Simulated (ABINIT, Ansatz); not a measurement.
# Lattice dynamics of Zr (Zirconium) in two programs, part 2 of 2

Aim: the phonon dispersion of Zr (Zirconium), checked by a second program.

ABINIT 10.8.3; DFT PBE, scalar-relativistic, plane waves, PseudoDojo norm-conserving pseudopotentials.

So far, highest frequency (cm⁻¹): step 7 (interpolated phonon bands) 196. The relaxed cell has a = 3.232, c = 5.179 Å (conventional setting).

### 8. Density of states (continued)

The phonon density of states has structure finer than the step of the table below, so its rows give means over 10 cm⁻¹, whole bins alone (the curve runs from -30 to 226 cm⁻¹). Peaks (cm⁻¹: height): 77.0: 0.0715, 130.0: 0.0511, 157.0: 0.0749.

Tetrahedra. Table of phonon density of states by wavenumber; means over each step:

```
wavenumber (cm⁻¹)  phonon density of states (1/cm⁻¹/cell)
              -10                                       0
                0                                  1.3e-5
               10                                  3.7e-4
               20                                 0.00147
               30                                 0.00357
               40                                 0.00688
               50                                  0.0114
               60                                  0.0187
               70                                  0.0363
               80                                  0.0610
               90                                  0.0471
              100                                  0.0403
              110                                  0.0332
              120                                  0.0332
              130                                  0.0477
              140                                  0.0446
              150                                  0.0559
              160                                  0.0612
              170                                  0.0579
              180                                  0.0331
              190                                 0.00474
              200                                       0
```

Harmonic thermodynamic functions per atom, summed over the density of states scaled to three modes an atom; melting is ignored. Thermodynamic functions:

```
T (K)  F_vib (meV/atom)  S (J/mol-atom/K)  C_V (J/mol-atom/K)
    0             22.59                 0                   0
   50             21.79             5.225               10.54
  100             16.31             15.76               19.23
  200             -8.44             30.74               23.28
  300             -45.6             40.38               24.18
  400            -91.25             47.39               24.51
  500            -143.3             52.88               24.66
  600            -200.5             57.38               24.75
  700              -262              61.2                24.8
  800            -327.2             64.52               24.83
  900            -395.6             67.44               24.86
 1000            -466.9             70.06               24.87
```

At 300 K the heat capacity has reached 97 % of the Dulong-Petit value.

### 9. Cross-check with Ansatz

A second program on the same cell, potentials, cutoff and meshes tests the implementation of the phonon response, not its convergence.

This step: DFT PBE, scalar-relativistic, plane waves, PseudoDojo norm-conserving pseudopotentials (Ansatz 0.2.0).

Input file input.yaml:

```yaml
crystal:
  lattice:
    - [3.2324017531, 0.0, 0.0]
    - [-1.6162008765, 2.7993420334, 0.0]
    - [0.0, 0.0, 5.1787191011]
  atoms:
    - { symbol: Zr, position: [0.3333333333, 0.6666666667, 0.25] }
    - { symbol: Zr, position: [0.6666666667, 0.3333333333, 0.75] }
kpoints:
  mp_grid: { grid: [12, 12, 6] }
hamiltonian:
  xc: pbe
  pseudopotentials: { kind: nc, accuracy: standard }
scf:
  occupations: { method: gaussian, width: 0.27211 }
output:
  eigenvalues: true
basis:
  ecutwfc: 789.13
phonons:
  method: dfpt
  qmesh: [3, 3, 2]
  temperatures: { t_max: 1000, t_step: 50 }
  qpath:
    path:
      - [[0.0, 0.0, 0.0], [0.5, 0.0, 0.0], [0.33333333, 0.33333333, 0.0], [0.0, 0.0, 0.0], [0.0, 0.0, 0.5], [0.5, 0.0, 0.5], [0.33333333, 0.33333333, 0.5], [0.0, 0.0, 0.5]]
      - [[0.5, 0.0, 0.5], [0.5, 0.0, 0.0]]
      - [[0.33333333, 0.33333333, 0.5], [0.33333333, 0.33333333, 0.0]]
    npoints: 10
  electrical_resistivity: { temperatures: [77, 300], mesh: [24, 24, 12] }
```

The run is started by

```bash
> ansatz run input.yaml --threads 16 --pin off --max-ram 32768MiB --backend cpu --events-out ev --progress --plain --runs-dir out
```

It took 2.6 min on 16 threads of Arm Neoverse V1, shared host; peak memory 2.2 GiB; 39 min of CPU time.

Numbers from this step:

```
sum-rule residual before enforcement                               : 2.62e-5 eV/Å²
mean frequency                                                     : 121.6 cm⁻¹
Debye temperature (second moment)                                  : 237 K
logarithmic mean frequency                                         : 114.1 cm⁻¹
highest optical zone-centre mode (no LO-TO term)                   : 152.9 cm⁻¹
lowest optical zone-centre mode                                    : 68.63 cm⁻¹
lowest mode on the q mesh (acoustic ones at the zone centre apart) : 50.38 cm⁻¹
zero-point energy per atom                                         : 22.62 meV
vibrational entropy at 300 K                                       : 40.36 J/(mol atoms K)
```

### 10. The two compared: ABINIT PseudoDojo and Ansatz, PseudoDojo

Worked out from the results:

```yaml
root_mean_square_difference: 0.05 cm⁻¹
largest_difference: 0.14 cm⁻¹
root_mean_square_difference_on_the_path: 0.6 cm⁻¹
largest_difference_on_the_path: 3.3 cm⁻¹
```

The 12 of 33 modes that differ most. Frequencies side by side:

```
q (reciprocal lattice)  mode  ABINIT PseudoDojo (cm⁻¹)  Ansatz, PseudoDojo (cm⁻¹)
                 0 0 0     4                     68.68                      68.63
                 0 0 0     5                     68.68                      68.63
                 0 0 0     6                     152.8                      152.9
            0.3333 0 0     1                     59.24                      59.31
            0.3333 0 0     2                     67.99                      68.13
            0.3333 0 0     5                       156                      156.1
       0.3333 0.3333 0     1                     120.3                      120.3
       0.3333 0.3333 0     2                     120.3                      120.3
               0 0 0.5     1                     50.43                      50.38
               0 0 0.5     2                     50.43                      50.38
               0 0 0.5     5                     132.8                      132.8
               0 0 0.5     6                     132.8                      132.8
```

At the solved wavevectors the largest difference (acoustic modes at Γ apart) is 0.07 % of the highest mode (on the interpolated path 2 %).

### 11. Summary of results

- space group after relaxation: P6_3/mmc
- volume per atom: 23.4 Å³
- highest optical zone-centre mode (no LO-TO term): 152.8 cm⁻¹
- lowest optical zone-centre mode: 68.7 cm⁻¹
- q mesh: 3×3×2
- lowest mode on the q mesh (acoustic ones at the zone centre apart): 50.4 cm⁻¹
- zero-point energy per atom: 22.6 meV
- heat capacity at 300 K: 24.2 J/(mol atoms K)
- vibrational entropy at 300 K: 40.4 J/(mol atoms K)
- imaginary modes on the q mesh: none
- largest difference from Ansatz, PseudoDojo: 0.14 cm⁻¹

Zr (Zirconium) is dynamically stable on the 3×3×2 mesh; its spectrum reaches 196 cm⁻¹. At the PBE level the optical modes of Zr (Zirconium) at the zone centre run from 69 to 153 cm⁻¹. Along axes with an odd number of divisions the mesh misses the zone-boundary points at one half, where instabilities often lie; those are only interpolated. The base run prints -0.46 GPa, mostly the error of a finite basis; the relaxation, with a smoothed and higher cutoff, had brought the cell to rest. ABINIT PseudoDojo and Ansatz, PseudoDojo agree to 0.14 cm⁻¹ (0.07 % of the highest mode compared) on all solved modes but the acoustic ones at Γ. Their interpolated bands part by up to 3 cm⁻¹. These are harmonic frequencies at zero temperature: anharmonic shifts and linewidths and thermal expansion are left out. In a metal the frequencies hang on the k mesh and the smearing, most of all near Kohn anomalies. Ansatz warns that the cutoff lies 12 % under the one recommended for these files; agreement at one cutoff is not convergence. Electron-phonon sums were run after this but are left out, since no second program bore their λ out within 30 %; a λ that a log prints is not taken as a result.

[Host names and launcher messages were left out of these logs when they were recorded.]

[Logs are printed without paths, hosts, clocks, repeated set-up lines and the standing remarks that a program may print on its own settings, such as how far it seeks lower states.]

[Hosts, paths, dates, database ids (printed as entryN), source tags and the programs' standing remarks are cut or masked in the printed files.]
